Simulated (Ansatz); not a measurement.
# TaAgS3 (model cell, started as cubic perovskite with Ta in the octahedra): phonons and vibrational spectra

Aim: the vibrations of TaAgS3 (model cell, started as cubic perovskite with Ta in the octahedra), their spectra, and whether the structure is stable.

Main program and level: Ansatz 0.2.0; DFT PBE, scalar-relativistic, plane waves, PAW; PAW set soft_1.

The structure was built from a prototype and need not be the compound's stable phase.

**1. The starting structure**

It takes space group Pm-3m (No. 221, cubic). The conventional cell has a = 4.861 Å, b = 4.861 Å, c = 4.861 Å, α = 90.00°, β = 90.00°, γ = 90.00°. Nearest to Ag lie 12 S at 3.44 Å. Nearest to Ta lie 6 S at 2.43 Å. S has 2 Ta at 2.43 Å nearest. Farther neighbours and most contacts between anions are not listed.

Coordinates:

```cif
data_structure
_symmetry_space_group_name_H-M 'P 1'
_symmetry_Int_Tables_number 1
_cell_length_a 4.8608
_cell_length_b 4.8608
_cell_length_c 4.8608
_cell_angle_alpha 90.000
_cell_angle_beta 90.000
_cell_angle_gamma 90.000
_cell_volume 114.85
loop_
_atom_site_label
_atom_site_type_symbol
_atom_site_fract_x
_atom_site_fract_y
_atom_site_fract_z
_atom_site_occupancy
Ag1 Ag 0.00000 0.00000 0.00000 1
Ta2 Ta 0.50000 0.50000 0.50000 1
S3 S 0.50000 0.50000 0.00000 1
S4 S 0.50000 0.00000 0.50000 1
S5 S 0.00000 0.50000 0.50000 1
```

**2. Bringing the structure to rest**

Harmonic phonons are second derivatives at a point where the forces vanish, and they are wanted at zero stress, so atoms and cell are relaxed first.

input.yaml reads:

```yaml
crystal:
  lattice:
    - [4.8608, 0.0, 0.0]
    - [0.0, 4.8608, 0.0]
    - [0.0, 0.0, 4.8608]
  atoms:
    - { symbol: Ag, position: [0.0, 0.0, 0.0] }
    - { symbol: Ta, position: [0.5, 0.5, 0.5] }
    - { symbol: S, position: [0.5, 0.5, 0.0] }
    - { symbol: S, position: [0.5, 0.0, 0.5] }
    - { symbol: S, position: [0.0, 0.5, 0.5] }
kpoints:
  mp_grid: { grid: [8, 8, 8] }
hamiltonian:
  xc: pbe
  pseudopotentials: { kind: paw, azcp: { folder: soft_1 } }
scf:
  occupations: { method: gaussian, width: 0.1 }
output:
  forces: true
  stress: true
  eigenvalues: true
relax:
  adjacent_minimum: "off"
  f_tol: 0.005
  max_steps: 80
  cell: { stress_tol: 0.05 }
```

Command:

```bash
$ ansatz run input.yaml --threads 4 --pin off --max-ram 16384MiB --backend cpu --events-out ev --progress --plain --runs-dir out
```

Numbers of over 12 decimals in the logs are rounded to 6 here.

Log:

```text
Engine: ansatz 0.2.0, aarch64-unknown-linux-gnu
Pseudopotentials: kind: paw
Pseudopotential: Ag, paw, valence charge 19, recommended cutoff 420 eV (normal), soft_1/Ag.paw.azcp
Pseudopotential: Ta, paw, valence charge 13, recommended cutoff 420 eV (normal), soft_1/Ta.paw.azcp
Pseudopotential: S, paw, valence charge 6, recommended cutoff 420 eV (normal), soft_1/S.paw.azcp
Functional definition: PBE
  parameter kappa = 0.804
  parameter beta = 0.066725
  exchange = pbe_x(kappa = kappa, mu = beta*pi^2/3)
  correlation = pbe_c(beta = beta)
Crystal: 5 atoms, lattice volume = 114.848 Å³
Basis set: ecut = 420 eV, 2205 PW (Γ), exchange–correlation on 72×72×72 points (8 copies of the dense FFT grid, shifted against one another)
Bands: 30, of which v1, the nominal top of the filled ones, is band 25 counted from 1 (24 counted from 0)
Symmetry: 48 space group operations
Space group: Pm-3m (ITA 221), of the structure as read, at distance tolerance 4.9e-5 Å
k-points: 35 of 512
Non-local potential: Ag, projectors of the file, l = 0: 3, l = 1: 2, l = 2: 2, l = 3: 1
Non-local potential: Ta, projectors of the file, l = 0: 3, l = 1: 2, l = 2: 2, l = 3: 1
Non-local potential: S, projectors of the file, l = 0: 2, l = 1: 2, l = 2: 1
PAW form: soft (Blöchl's): semilocal exchange-correlation on the pseudo side does not see the compensation charge
PAW one-centre angular grid: Ag, 590 points (default); XC on 64 Gauss nodes
PAW one-centre angular grid: Ta, 590 points (default); XC on 64 Gauss nodes
PAW one-centre angular grid: S, 110 points (default); XC on 64 Gauss nodes
Initial density: superposition of atomic densities (chi_scale 0.1, normalization cell, long waves kept (reshape's long-wave potential 0.00 eV rms))
Initial wavefunctions: pseudopotential atomic-orbital guess
Functional: x = pbe(κ = 0.804, μ = 0.219515), c = pbe(β = 0.066725)
SCF iter   1: F=—  HF=-20231.630321 eV  |F-HF|=—  |Δ(HF+E_count)|=         —  Δρ=2.71e-2  dr2=1.12e0  ethr=3.10e-3  ⟨swp⟩=6.4  Hψ=4730  notcnv=0
preconditioner: auto → Resta (q_TF=auto, 2.375 Å⁻¹)  ε∞=10.6  [insulator: Δε(μ)=0.101 eV  Ē_g=6.505 eV  σ=0.100 eV  W_gap=0.52  n_scr=26 (ndim 8)  ℏωp=20.2 eV  f_vac=0.000  D(μ)=2.04/eV (n_scr^D=6)  ε∞_Penn≈10.6]
SCF iter   2: F=—  HF=-20231.412598 eV  |F-HF|=—  |Δ(HF+E_count)|=   2.18e-1  Δρ=1.64e-2  dr2=4.93e-1  ethr=2.24e-3  ⟨swp⟩=1.2  Hψ=1349  notcnv=0
preconditioner: auto → Kerker (q_TF=auto, 2.375 Å⁻¹)  [metal: Δε(μ)=0.102 eV  Ē_g=6.528 eV  σ=0.100 eV  W_gap=0.49  n_scr=26 (ndim 8)  ℏωp=20.2 eV  f_vac=0.000  D(μ)=1.28/eV (n_scr^D=6)]
SCF iter   3: F=—  HF=-20231.269360 eV  |F-HF|=—  |Δ(HF+E_count)|=   1.43e-1  Δρ=5.33e-3  dr2=4.25e-2  ethr=9.87e-4  ⟨swp⟩=3.0  Hψ=1969  notcnv=0  defer=12
SCF iter   4: F=—  HF=-20231.259470 eV  |F-HF|=—  |Δ(HF+E_count)|=   9.89e-3  Δρ=1.91e-3  dr2=7.79e-3  ethr=8.50e-5  ⟨swp⟩=2.1  Hψ=1978  notcnv=0  defer=19
SCF iter   5: F=—  HF=-20231.258848 eV  |F-HF|=—  |Δ(HF+E_count)|=   6.23e-4  Δρ=5.16e-4  dr2=6.83e-4  ethr=1.56e-5  ⟨swp⟩=2.1  Hψ=1422  notcnv=0  defer=19
SCF iter   6: F=—  HF=-20231.258911 eV  |F-HF|=—  |Δ(HF+E_count)|=   6.32e-5  Δρ=1.31e-4  dr2=1.45e-5  ethr=1.37e-6  ⟨swp⟩=2.0  Hψ=1507  notcnv=0  defer=19
SCF iter   7: F=—  HF=-20231.258902 eV  |F-HF|=—  |Δ(HF+E_count)|=   9.16e-6  Δρ=2.23e-5  dr2=5.80e-7  ethr=2.89e-8  ⟨swp⟩=2.0  Hψ=1631  notcnv=0  defer=19
SCF iter   8: F=-20231.258903 eV  HF=-20231.258903 eV  |F-HF|=5.78e-8  |Δ(HF+E_count)|=   9.28e-7  Δρ=6.01e-6  dr2=5.06e-8  ethr=2.00e-10  ⟨swp⟩=10.3  Hψ=5198  notcnv=0
SCF 1 converged in 8 iterations: F = -20231.258903 eV  dr2 = 5.06e-8
  greatest PAW one-centre occupation: 1.001 electrons in one spin orbital (limit 2), on the Ag atom at site 0 (counted from 0), in its partial waves of l = 0
relax step   1: F+E_penalty+E_count = -20231.25890264 eV  Δ(F+E_penalty+E_count) = +0.000e0 eV  max|allowed force component| = 3.234e-29 eV/Å  Δτ_max = 0.0000 Å  P = -2.539 GPa  Ω = 114.848 Å³  (8 SCF iters, dr2 threshold 1.00e-7 eV, accepted)
Crystal: 5 atoms, lattice volume = 110.713 Å³
Basis set: ecut = 420 eV, 2109 PW (Γ), exchange–correlation on 72×72×72 points (8 copies of the dense FFT grid, shifted against one another)
Initial density: handed on by an earlier stage of this run
Initial wavefunctions: those handed on with the density
iter 1 solved again at ethr=5.89e-5 eV; its pass at ethr=3.10e-3 eV (dr2=2.95e-2 eV) is discarded
SCF iter   1: F=—  HF=-20231.293583 eV  |F-HF|=—  |Δ(HF+E_count)|=         —  Δρ=3.12e-3  dr2=2.99e-2  ethr=5.89e-5  ⟨swp⟩=1.0  Hψ=5424  notcnv=0
preconditioner: auto → Kerker (q_TF=auto, 2.390 Å⁻¹)  [metal: Δε(μ)=0.055 eV  Ē_g=6.776 eV  σ=0.100 eV  W_gap=0.29  n_scr=26 (ndim 8)  ℏωp=20.6 eV  f_vac=0.005  D(μ)=1.46/eV (n_scr^D=6)]
SCF iter   2: F=—  HF=-20231.289283 eV  |F-HF|=—  |Δ(HF+E_count)|=   4.30e-3  Δρ=1.75e-3  dr2=1.06e-2  ethr=5.89e-5  ⟨swp⟩=1.0  Hψ=1050  notcnv=0
SCF iter   3: F=—  HF=-20231.286865 eV  |F-HF|=—  |Δ(HF+E_count)|=   2.42e-3  Δρ=3.45e-4  dr2=3.23e-4  ethr=2.12e-5  ⟨swp⟩=2.4  Hψ=1538  notcnv=0
SCF iter   4: F=—  HF=-20231.286813 eV  |F-HF|=—  |Δ(HF+E_count)|=   5.22e-5  Δρ=1.87e-4  dr2=5.06e-5  ethr=6.46e-7  ⟨swp⟩=2.0  Hψ=1529  notcnv=0
SCF iter   5: F=—  HF=-20231.286809 eV  |F-HF|=—  |Δ(HF+E_count)|=   4.02e-6  Δρ=6.74e-5  dr2=6.91e-6  ethr=1.01e-7  ⟨swp⟩=2.0  Hψ=1825  notcnv=0
SCF iter   6: F=-20231.286810 eV  HF=-20231.286810 eV  |F-HF|=2.29e-7  |Δ(HF+E_count)|=   1.08e-6  Δρ=2.08e-5  dr2=4.58e-7  ethr=1.00e-9  ⟨swp⟩=5.7  Hψ=5167  notcnv=0
SCF 2 converged in 6 iterations: F = -20231.286810 eV  dr2 = 4.58e-7
relax step   2: F+E_penalty+E_count = -20231.28681043 eV  Δ(F+E_penalty+E_count) = -2.791e-2 eV  max|allowed force component| = 3.655e-30 eV/Å  Δτ_max = 0.0000 Å  P = +0.543 GPa  Ω = 110.713 Å³  energy of the carried Pulay correction = +8.164e-4 eV  (6 SCF iters, dr2 threshold 5.00e-7 eV, accepted)
Crystal: 5 atoms, lattice volume = 111.420 Å³
iter 1 solved again at ethr=1.84e-6 eV; its pass at ethr=3.10e-3 eV (dr2=9.21e-4 eV) is discarded
SCF iter   1: F=—  HF=-20231.288027 eV  |F-HF|=—  |Δ(HF+E_count)|=         —  Δρ=5.54e-4  dr2=9.48e-4  ethr=1.84e-6  ⟨swp⟩=2.0  Hψ=5320  notcnv=0
preconditioner: auto → Resta (q_TF=auto, 2.387 Å⁻¹)  ε∞=10.1  [insulator: Δε(μ)=0.129 eV  Ē_g=6.802 eV  σ=0.100 eV  W_gap=0.61  n_scr=26 (ndim 8)  ℏωp=20.5 eV  f_vac=0.008  D(μ)=1.16/eV (n_scr^D=6)  ε∞_Penn≈10.1]
SCF iter   2: F=—  HF=-20231.287874 eV  |F-HF|=—  |Δ(HF+E_count)|=   1.53e-4  Δρ=2.84e-4  dr2=2.74e-4  ethr=1.84e-6  ⟨swp⟩=1.0  Hψ=1050  notcnv=0
SCF iter   3: F=—  HF=-20231.287794 eV  |F-HF|=—  |Δ(HF+E_count)|=   7.91e-5  Δρ=5.58e-5  dr2=4.77e-6  ethr=5.48e-7  ⟨swp⟩=2.1  Hψ=1511  notcnv=0
SCF iter   4: F=—  HF=-20231.287795 eV  |F-HF|=—  |Δ(HF+E_count)|=   9.08e-8  Δρ=3.19e-5  dr2=1.16e-6  ethr=9.54e-9  ⟨swp⟩=2.0  Hψ=1853  notcnv=0
iter 5 did not close the SCF: its close was put off for the readings that it lacked (scf_convergence_deferred on its scf_iter line)
SCF iter   5: F=-20231.287794 eV  HF=-20231.287794 eV  |F-HF|=3.81e-8  |Δ(HF+E_count)|=   8.04e-8  Δρ=6.48e-6  dr2=6.77e-8  ethr=2.32e-9  ⟨swp⟩=2.0  Hψ=1781  notcnv=0
SCF iter   6: F=-20231.287794 eV  HF=-20231.287794 eV  |F-HF|=6.56e-9  |Δ(HF+E_count)|=   5.01e-8  Δρ=2.00e-6  dr2=5.41e-9  ethr=1.35e-10  ⟨swp⟩=2.4  Hψ=3681  notcnv=0
SCF 3 converged in 6 iterations: F = -20231.287794 eV  dr2 = 5.41e-9
relax step   3: F+E_penalty+E_count = -20231.28779450 eV  Δ(F+E_penalty+E_count) = -9.841e-4 eV  max|allowed force component| = 6.469e-30 eV/Å  Δτ_max = 0.0000 Å  P = -0.029 GPa  Ω = 111.420 Å³  energy of the carried Pulay correction = +6.748e-4 eV  (6 SCF iters, dr2 threshold 5.00e-7 eV, accepted)
Initial wavefunctions: pseudopotential atomic-orbital guess (no wavefunctions were taken with the density)
iter 1 solved again at ethr=1.67e-6 eV; its pass at ethr=3.10e-3 eV (dr2=8.35e-4 eV) is discarded
SCF iter   1: F=—  HF=-20231.287122 eV  |F-HF|=—  |Δ(HF+E_count)|=         —  Δρ=5.46e-5  dr2=5.09e-7  ethr=1.67e-6  ⟨swp⟩=3.1  Hψ=7448  notcnv=0
eigensolver tolerance schedule: the retry pair's looser diagonalisation over-reported the residual by 1639.43 of it (diagonalisation noise at 7.57 of the residual, at the tolerance the schedule requests for it); recorded, not acted on — ethr = c·dr2/N_el stays at c = 1.0e-1
preconditioner: auto → Resta (q_TF=auto, 2.387 Å⁻¹)  ε∞=10.1  [insulator: Δε(μ)=0.121 eV  Ē_g=6.793 eV  σ=0.100 eV  W_gap=0.58  n_scr=26 (ndim 8)  ℏωp=20.5 eV  f_vac=0.007  D(μ)=1.19/eV (n_scr^D=6)  ε∞_Penn≈10.1]
SCF iter   2: F=—  HF=-20231.287114 eV  |F-HF|=—  |Δ(HF+E_count)|=   8.79e-6  Δρ=2.69e-5  dr2=1.42e-7  ethr=1.02e-9  ⟨swp⟩=3.2  Hψ=2238  notcnv=0
SCF iter   3: F=—  HF=-20231.287114 eV  |F-HF|=—  |Δ(HF+E_count)|=   2.12e-7  Δρ=8.38e-6  dr2=1.66e-8  ethr=2.84e-10  ⟨swp⟩=2.3  Hψ=1808  notcnv=0
SCF iter   4: F=—  HF=-20231.287114 eV  |F-HF|=—  |Δ(HF+E_count)|=   1.88e-8  Δρ=7.34e-7  dr2=6.08e-10  ethr=3.33e-11  ⟨swp⟩=2.3  Hψ=1654  notcnv=0
SCF iter   5: F=—  HF=-20231.287114 eV  |F-HF|=—  |Δ(HF+E_count)|=  5.02e-10  Δρ=1.79e-7  dr2=6.47e-11  ethr=1.22e-12  ⟨swp⟩=2.1  Hψ=1810  notcnv=0
SCF iter   6: F=-20231.287114 eV  HF=-20231.287114 eV  |F-HF|=3.64e-12  |Δ(HF+E_count)|=  7.64e-11  Δρ=4.78e-8  dr2=3.26e-12  ethr=1.00e-12  ⟨swp⟩=5.1  Hψ=3791  notcnv=0
SCF 4 converged in 6 iterations: F = -20231.287114 eV  dr2 = 3.26e-12
relax step   4: F+E_penalty+E_count = -20231.28711389 eV  Δ(F+E_penalty+E_count) = +6.806e-4 eV  max|allowed force component| = 5.259e-30 eV/Å  Δτ_max = 0.0000 Å  P = -0.028 GPa  Ω = 111.420 Å³  stress off target by 2.81e-2 GPa  SCF on the basis re-selected at this cell (its energy is not comparable with the rows above)  (6 SCF iters)
basis re-selected at this cell: Δ(F+E_penalty+E_count) = +6.806e-4 eV, ΔP = +0.001 GPa vs the last step (what re-selecting the basis moved, of the pressure what is left beyond the Pulay correction that the steps carried, after the strain that the cell walked since its last selection, with what the two solves' SCF thresholds leave and, on support functions, any second-order correction that the steps lacked; it is no m [...]
SCF converged after 6 iterations
Free energy (F): -20231.287114 eV
Harris-Foulkes:  -20231.287114 eV  (|F-HF|=3.64e-12)
Internal energy: -20231.281160 eV  (E = F + TS)
E sigma→0 (E₀):  -20231.284137 eV
Entropy (-TS):   -0.005954 eV (-1.191 meV/atom)
Fermi energy:    8.165635 eV
--- Per-component energies (eV) ---
  E_band       = -612.203432
  E_kinetic    = 1174.416305
  E_local      = -4497.392557  (includes V_loc(G=0)·N_el)
  E_nonlocal   = 127.330776
  E_hartree    = 1948.345370
  E_xc         = -742.265670
  E_vxc        = -676.448072  (∫ρ·V_xc dr)
  E_paw        = -14088.877604  (= ΣΔE_a)
  E_vpaw       = -636.801154  (= ΣTr[D̂ρ^β])
  E_aug_tail   = 0.000482  (compensation charges beyond the density's cutoff)
  E_ewald      = -4152.838262
  E_smearing   = -0.005954  (= −TS)
  E_closure    = 0.000000  (closes the sum)
  Σ components = -20231.287114   (vs F -20231.287114, Δ=0.00e0)
--- Forces (eV/Å), atoms counted from 1 ---
  atom   1  Ag    -0.00000000    -0.00000000     0.00000000
  atom   2  Ta     0.00000000     0.00000000     0.00000000
  atom   3  S     -0.00000000     0.00000000    -0.00000000
  atom   4  S     -0.00000000    -0.00000000     0.00000000
  atom   5  S      0.00000000     0.00000000     0.00000000
  max |Σ_I F_I| component: 5.26e-30 eV/Å
--- Stress (GPa, compression-positive) ---
       -0.028071      -0.000000       0.000000
       -0.000000      -0.028071      -0.000000
        0.000000      -0.000000      -0.028071
  P = ⅓ Tr σ = -0.0281 GPa (-0.281 kbar)
--- Band table (eV; the first three rows and the last of 35) ---
  k-point 0: bands = [... 21 lower, 6.8539, 7.3675, 7.3675, 7.3675, 7.6336, 7.6336, 7.6336, 8.2959, ... 1 higher]
  k-point 1: bands = [... 21 lower, 6.7120, 6.8592, 7.2180, 7.2180, 7.6316, 8.3490, 8.3490, 8.6353, ... 1 higher]
  k-point 2: bands = [... 21 lower, 5.9181, 6.8707, 7.2867, 7.2867, 7.6266, 9.3004, 9.3004, 9.3698, ... 1 higher]
  k-point 34: bands = [... 21 lower, 4.9768, 8.2070, 8.2070, 8.2070, 8.2993, 10.8664, 10.8664, 10.8664, ... 1 higher]
--- Relaxed structure (3 steps of the walk, 3 accepted, 1 SCFs on fresh bases) ---
  F+E_penalty+E_count = -20231.28711389 eV   max|allowed force component| = 5.259e-30 eV/Å   (the final SCF, on the basis selected at the relaxed cell)
  cell:  # Å, volume = 111.4198 Å³
    - [4.811947, 0, 0]
    - [0, 4.811947, 0]
    - [0, 0, 4.811947]
  atoms:
    - { symbol: Ag, position: [0, 0, 0] }
    - { symbol: Ta, position: [0.5, 0.5, 0.5] }
    - { symbol: S, position: [0.5, 0.5, 0] }
    - { symbol: S, position: [0.5, 0, 0.5] }
    - { symbol: S, position: [0, 0.5, 0.5] }
```

Run time: 8.4 s. Hardware: 4 threads of Arm Neoverse V1, shared host; peak memory 0.48 GiB.

Relaxation path:

```csv
step,energy less that of the first step (eV),largest force component (eV/Å),pressure (GPa),volume (Å³)
1,0.0000,0.0000,-2.54,114.85
2,-0.0279,0.0000,0.54,110.71
3,-0.0289,0.0000,-0.03,111.42
4*,-0.0282,0.0000,-0.03,111.42
```

Relaxation steps marked * repeat the geometry before them on a plane-wave basis chosen anew for their cell, so energy and pressure can jump there.

The run keeps the 48 symmetry operations that it works with, so distortions that break them were not tested.

```csv
"conventional cell, symmetrised",before,after,change
a (Å),4.861,4.812,-1.0 %
b (Å),4.861,4.812,-1.0 %
c (Å),4.861,4.812,-1.0 %
volume (Å³/atom),22.97,22.28,-3.0 %
```

This step gave:

```yaml
pressure: -0.02807 GPa
volume_per_atom: 22.28 Å³
gap_on_the_k_mesh: 0 eV
```

In this step the volume went from 22.97 to 22.28 Å³/atom.

**3. Relaxing to small forces for the phonons**

Phonons need a cell at rest on their own settings, so the relaxation is repeated with tight tolerances on forces and stress, using the mesh and the filling of the phonon run that follows.

input.yaml, the sections that differ from step 2:

```yaml
crystal:
  lattice:
    - [4.811946752, 0.0, 0.0]
    - [0.0, 4.811946752, 0.0]
    - [0.0, 0.0, 4.811946752]
  atoms:
    - { symbol: Ag, position: [0.0, 0.0, 0.0] }
    - { symbol: Ta, position: [0.5, 0.5, 0.5] }
    - { symbol: S, position: [0.5, 0.5, 0.0] }
    - { symbol: S, position: [0.5, 0.0, 0.5] }
    - { symbol: S, position: [0.0, 0.5, 0.5] }
scf:
  occupations: { method: methfessel_paxton, width: 0.2 }
relax:
  adjacent_minimum: "off"
  f_tol: 0.001
  max_steps: 60
  cell: { stress_tol: 0.01 }
# kpoints, hamiltonian, output: as in step 2
```

Log:

```text
[...]
Crystal: 5 atoms, lattice volume = 111.420 Å³
Basis set: ecut = 420 eV, 2109 PW (Γ), exchange–correlation on 72×72×72 points (8 copies of the dense FFT grid, shifted against one another)
Bands: 30, of which v1, the nominal top of the filled ones, is band 25 counted from 1 (24 counted from 0)
Symmetry: 48 space group operations
[...]
k-points: 35 of 512
[...]
--- Relaxed structure (2 steps of the walk, 2 accepted, 1 SCFs on fresh bases) ---
[...]
cell:  # Å, volume = 111.3883 Å³
    - [4.811492, 0.0, 0.0]
    - [0.0, 4.811492, 0]
    - [0.0, 0, 4.811492]
  atoms:
    - { symbol: Ag, position: [0, 0, 0] }
    - { symbol: Ta, position: [0.500000, 0.500000, 0.500000] }
    - { symbol: S, position: [0.500000, 0.500000, 0] }
    - { symbol: S, position: [0.500000, 0, 0.500000] }
    - { symbol: S, position: [0, 0.500000, 0.500000] }
[key lines of the parts left out:]
SCF converged after 9 iterations
Free energy (F): -20231.281025 eV
Fermi energy:    8.179069 eV
P = ⅓ Tr σ = 0.0036 GPa (0.036 kbar)
```

Run time: 6.4 s. Hardware: 4 threads; peak memory 0.48 GiB; 24 s of CPU time.

Little changed from the start: no atom moved by 0.005 Å and no cell edge by 0.1 %.

Numbers from this step:

| Item | Value |
| --- | --- |
| pressure | 0.003638 GPa |

The forces vanish by symmetry and the pressure is 0.004 GPa, within the tolerances set. The cell now holds 22.28 Å³/atom.

[end of part 1 of 2]

[Logs are printed without paths, hosts, clocks, repeated set-up lines and the standing remarks that a program may print on its own settings, such as how far it seeks lower states.]

[Hosts, paths, dates, database ids (printed as entryN), source tags and the programs' standing remarks are cut or masked in the printed files.]
